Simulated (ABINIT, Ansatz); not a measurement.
# TiSnS3 (Pm-3m): zone-centre phonons

Which modes does TiSnS3 (Pm-3m) have at the zone centre?

Main program and level: ABINIT 10.8.3; DFT PBEsol, scalar-relativistic, plane waves, PseudoDojo norm-conserving pseudopotentials.

This is a report of a sequence of runs, with most program output left out.

The structure was built from a prototype and need not be the compound's stable phase.

**1. The structure**

Symmetry: Pm-3m, No. 221, cubic system. The conventional cell has a = 4.679 Å, b = 4.679 Å, c = 4.679 Å, α = 90.00°, β = 90.00°, γ = 90.00°. Nearest to Sn lie 12 S at 3.31 Å. Nearest to Ti lie 6 S at 2.34 Å. S has 2 Ti at 2.34 Å nearest. Farther neighbours and most contacts between anions are not listed.

**2. Relaxing the cell and atoms**

The harmonic expansion needs vanishing forces, and a free crystal bears no stress, so cell and atoms are brought to rest. Stress is more sensitive to the basis than forces are: the last 3 Ha under the cutoff are smoothed with ecutsm, and the cutoff is raised above that of the later runs.

The starting cell comes from a relaxation made beforehand in Ansatz (PBEsol, PseudoDojo NC).

Input file relax.abi:

```
# relaxation
ionmov 2
optcell 2
dilatmx 1.08
ntime 40
tolmxf 1.0d-05
tolvrs 1.0d-14
prtwf 0
prtden 0
chksymtnons 0

# basis, mesh and filling
ecut 47.0
ecutsm 3.0
ngkpt 6 6 6
nshiftk 1
shiftk 0.0 0.0 0.0
istwfk *1
occopt 7
tsmear 0.01
nband 31
nstep 100
diemac 1000000.0
prtebands 0
prtgsr 0
useylm 1

# cell and atoms
acell 3*1.0 Angstrom
rprim 
    4.678983988 0.0 0.0
    0.0 4.678983988 0.0
    0.0 0.0 4.678983988
ntypat 3
znucl 50 22 16
natom 5
typat 1 2 3 3 3
xred 
    0.0 0.0 0.0
    0.5 0.5 0.5
    0.5 0.5 0.0
    0.5 0.0 0.5
    0.0 0.5 0.5
pp_dirpath "./pseudo"
pseudos "Sn.upf, Ti.upf, S.upf"
```

Started as:

```sh
$ OMP_NUM_THREADS=1 mpirun -n 4 abinit relax.abi > relax.log
```

Elapsed: 5.1 min, on 4 MPI ranks of Arm Neoverse V1, shared host; 20 min of CPU time.

Little changed from the start: no atom moved by 0.005 Å and no cell edge by 0.1 %.

Read from the output:

```yaml
volume_per_atom: 20.52 Å³
pressure: 1.86e-4 GPa
gap_on_the_k_mesh: 0 eV
```

**3. Ground state**

First-order wavefunctions inherit every error of the ground state, hence the very tight tolvrs. Occupations are smeared.

Input file gs.abi:

```
# ground state
tolvrs 1.0d-16
prtden 1
prtwf 1

# basis, mesh and filling
ecut 38.0
ngkpt 6 6 6
nshiftk 1
shiftk 0.0 0.0 0.0
istwfk *1
occopt 7
tsmear 0.01
nband 31
nstep 100
diemac 1000000.0
prtebands 0
prtgsr 0
useylm 1

# cell and atoms
acell 3*1.0 Angstrom
rprim 
    4.681363637 0.0 0.0
    0.0 4.681363637 0.0
    0.0 0.0 4.681363637
ntypat 3
znucl 50 22 16
natom 5
typat 1 2 3 3 3
xred 
    0.0 0.0 0.0
    0.5 0.5 0.5
    0.5 0.5 0.0
    0.5 0.0 0.5
    0.0 0.5 0.5
pp_dirpath "./pseudo"
pseudos "Sn.upf, Ti.upf, S.upf"
```

Started as:

```sh
$ OMP_NUM_THREADS=1 mpirun -n 4 abinit gs.abi > gs.log
```

Wall time 76 s (4 MPI ranks); 5 min of CPU time.

This step gave:

| Property | Result |
| --- | --- |
| pressure | -0.03183 GPa |

The cell stands at -0.032 GPa, close enough for phonons.

**4. Zone-centre response**

At q = 0 one unit cell holds all displacements. The response is solved for single atoms along the cell's directions, and symmetry skips those that follow from others. The crystal is treated as a metal, which screens a static field, so no field response is asked.

Input file dfpt_gamma.abi:

```

# common to the responses
getwfk_filepath "gso_WFK"
kptopt 2
nqpt 1
qpt 0.0 0.0 0.0
asr 0
chneut 0

# displacements
rfphon 1
rfatpol 1 5
rfdir 1 1 1
tolvrs 1.0d-10
prtwf 0

# basis, mesh and filling
ecut 38.0
ngkpt 6 6 6
nshiftk 1
shiftk 0.0 0.0 0.0
istwfk *1
occopt 7
tsmear 0.01
nband 31
nstep 100
diemac 1000000.0
prtebands 0
prtgsr 0
useylm 1

# cell and atoms
acell 3*1.0 Angstrom
rprim 
    4.681363637 0.0 0.0
    0.0 4.681363637 0.0
    0.0 0.0 4.681363637
ntypat 3
znucl 50 22 16
natom 5
typat 1 2 3 3 3
xred 
    0.0 0.0 0.0
    0.5 0.5 0.5
    0.5 0.5 0.0
    0.5 0.0 0.5
    0.0 0.5 0.5
pp_dirpath "./pseudo"
pseudos "Sn.upf, Ti.upf, S.upf"
```

Started as:

```sh
$ OMP_NUM_THREADS=1 mpirun -n 4 abinit dfpt_gamma.abi > dfpt_gamma.log
```

The job ended after 9.2 min (4 MPI ranks).

Numbers from this step:

- largest acoustic frequency at the zone centre before the sum rule: 4.09 cm⁻¹
- highest optical zone-centre mode (no LO-TO term): 375.8 cm⁻¹
- lowest optical zone-centre mode: -128.6 cm⁻¹

The acoustic modes at Γ come out as far as 4.1 cm⁻¹ from zero, where they should vanish, a small numerical error. The lowest optical mode is imaginary, 129i cm⁻¹, an instability at this level and on this k mesh.

**5. Zone-centre analysis**

anaddb reads the merged derivatives and imposes the acoustic sum rule.

Input file anaddb.abi:

```
ddb_filepath "gamma_DDB"
output_file "anaddb.abo"
outdata_prefix "anaddb"
asr 1
chneut 1
enunit 2
eivec 1
nph1l 1
qph1l 0.0 0.0 0.0 1.0
```

Input file mrgddb.in:

```
gamma_DDB
merged
2
dfpt_gammao_DDB
gso_DDB
```

Started as:

```sh
$ mrgddb < mrgddb.in > mrgddb.log
$ OMP_NUM_THREADS=1 anaddb anaddb.abi > anaddb.log
```

Run time: 0.51 s. Hardware: 1 thread.

Read from the output:

```
lowest optical zone-centre mode : -128.7 cm⁻¹
```

No LO-TO term; unit eigenvectors of the mass-weighted matrix, from anaddb's displacements. Modes at Γ, with each element's share of the kinetic energy (negative means imaginary):

```
mode  frequency (cm⁻¹)  symmetry  Sn %  Ti %  S %
   1            -128.7       T1u    41     0   59
   2            -128.7       T1u    41     0   59
   3            -128.7       T1u    41     0   59
   4             -74.3       T2u     0     0  100
   5             -74.3       T2u     0     0  100
   6             -74.3       T2u     0     0  100
   7               0.0  acoustic    45    18   37
   8               0.0  acoustic    45    18   37
   9               0.0  acoustic    45    18   37
  10              45.9       T1u    13    66   21
  11              45.9       T1u    13    66   21
  12              45.9       T1u    13    66   21
  13             375.8       T1u     0    16   84
  14             375.8       T1u     0    16   84
  15             375.8       T1u     0    16   84
```

Displacements in mode 2 (-128.7 cm⁻¹), the largest set to 1:
```
Sn1  0.00 -0.64  0.00
Ti2  0.00 -0.02  0.00
S3   0.00  1.00  0.00
S4   0.00  0.41  0.00
S5   0.00  1.00  0.00
```

Displacements in mode 5 (-74.3 cm⁻¹), the largest set to 1:
```
Sn1  0.00  0.00  0.00
Ti2  0.00  0.00  0.00
S3   0.00  1.00  0.00
S4   0.00  0.00  0.00
S5   0.00 -1.00  0.00
```

The rule moves no optical mode by more than 0.3 cm⁻¹.

**6. The same in Ansatz**

The same cell goes through another code at the same cutoff. The files are of one family, but Ansatz's library holds files of its own making for some heavy elements, so those for Sn may differ.

This step: DFT PBEsol, scalar-relativistic, plane waves, norm-conserving pseudopotentials of its library (PseudoDojo's, some remade) (Ansatz 0.2.0).

Input file input.yaml:

```yaml
crystal:
  lattice:
    - [4.6813636365, 0.0, 0.0]
    - [0.0, 4.6813636365, 0.0]
    - [0.0, 0.0, 4.6813636365]
  atoms:
    - { symbol: Sn, position: [0.0, 0.0, 0.0] }
    - { symbol: Ti, position: [0.5, 0.5, 0.5] }
    - { symbol: S, position: [0.5, 0.5, 0.0] }
    - { symbol: S, position: [0.5, 0.0, 0.5] }
    - { symbol: S, position: [0.0, 0.5, 0.5] }
kpoints:
  mp_grid: { grid: [6, 6, 6] }
hamiltonian:
  xc: pbesol
  pseudopotentials: { kind: nc, accuracy: standard }
scf:
  occupations: { method: gaussian, width: 0.27211 }
output:
  eigenvalues: true
basis:
  ecutwfc: 1034.033
phonons:
  method: dfpt
```

Started as:

```sh
$ ansatz run input.yaml --threads 4 --pin off --max-ram 8192MiB --backend cpu --events-out ev --progress --plain --runs-dir out
```

It took 1.7 min on 4 threads; peak memory 2.6 GiB.

Numbers from this step:

```
sum-rule residual before enforcement             : 7.32e-5 eV/Å²
highest optical zone-centre mode (no LO-TO term) : 375.9 cm⁻¹
lowest optical zone-centre mode                  : -129.2 cm⁻¹
```

**7. The two compared: ABINIT PseudoDojo and Ansatz, library NC**

Worked out from the results:

| Property | Result |
| --- | --- |
| root-mean-square difference | 0.35 cm⁻¹ |
| largest difference | 0.55 cm⁻¹ |

The 12 of 12 modes that differ most. Frequencies side by side:

```csv
q (reciprocal lattice),mode,ABINIT PseudoDojo (cm⁻¹),"Ansatz, library NC (cm⁻¹)"
0 0 0,1,-128.7,-129.2
0 0 0,2,-128.7,-129.2
0 0 0,3,-128.7,-129.2
0 0 0,4,-74.32,-74.72
0 0 0,5,-74.32,-74.72
0 0 0,6,-74.32,-74.72
0 0 0,10,45.91,46.08
0 0 0,11,45.91,46.08
0 0 0,12,45.91,46.08
0 0 0,13,375.8,375.9
0 0 0,14,375.8,375.9
0 0 0,15,375.8,375.9
```

At the zone centre the largest difference (acoustic modes at Γ apart) is 0.1 % of the highest mode.

**8. Outcome**

| Quantity | Value |
| --- | --- |
| space group after relaxation | Pm-3m |
| volume per atom | 20.5 Å³ |
| highest optical zone-centre mode (no LO-TO term) | 375.8 cm⁻¹ |
| lowest optical zone-centre mode | -128.7 cm⁻¹ |
| imaginary optical modes at the zone centre (no q mesh in this session) | yes |
| largest difference from Ansatz, library NC | 0.55 cm⁻¹ |

What this shows: At the PBEsol level the optical modes of TiSnS3 (Pm-3m) at the zone centre run from 129i to 376 cm⁻¹, so the structure is a saddle point, with 6 modes beyond 10i cm⁻¹ there. ABINIT PseudoDojo and Ansatz, library NC agree to 0.55 cm⁻¹ (0.1 % of the highest mode compared) on all solved modes but the acoustic ones at Γ, without the LO-TO term. These are harmonic frequencies at zero temperature: anharmonic shifts and linewidths and thermal expansion are left out. In a metal the frequencies hang on the k mesh and the smearing, most of all near Kohn anomalies. Ansatz warns that the cutoff lies 10 % under the one recommended for these files; agreement at one cutoff is not convergence. The structure is a hypothetical one, built on a prototype.

[Host names and launcher messages were left out of these logs when they were recorded.]

[Logs are printed without paths, hosts, clocks, repeated set-up lines and the standing remarks that a program may print on its own settings, such as how far it seeks lower states.]

[Hosts, paths, dates, database ids (printed as entryN), source tags and the programs' standing remarks are cut or masked in the printed files.]
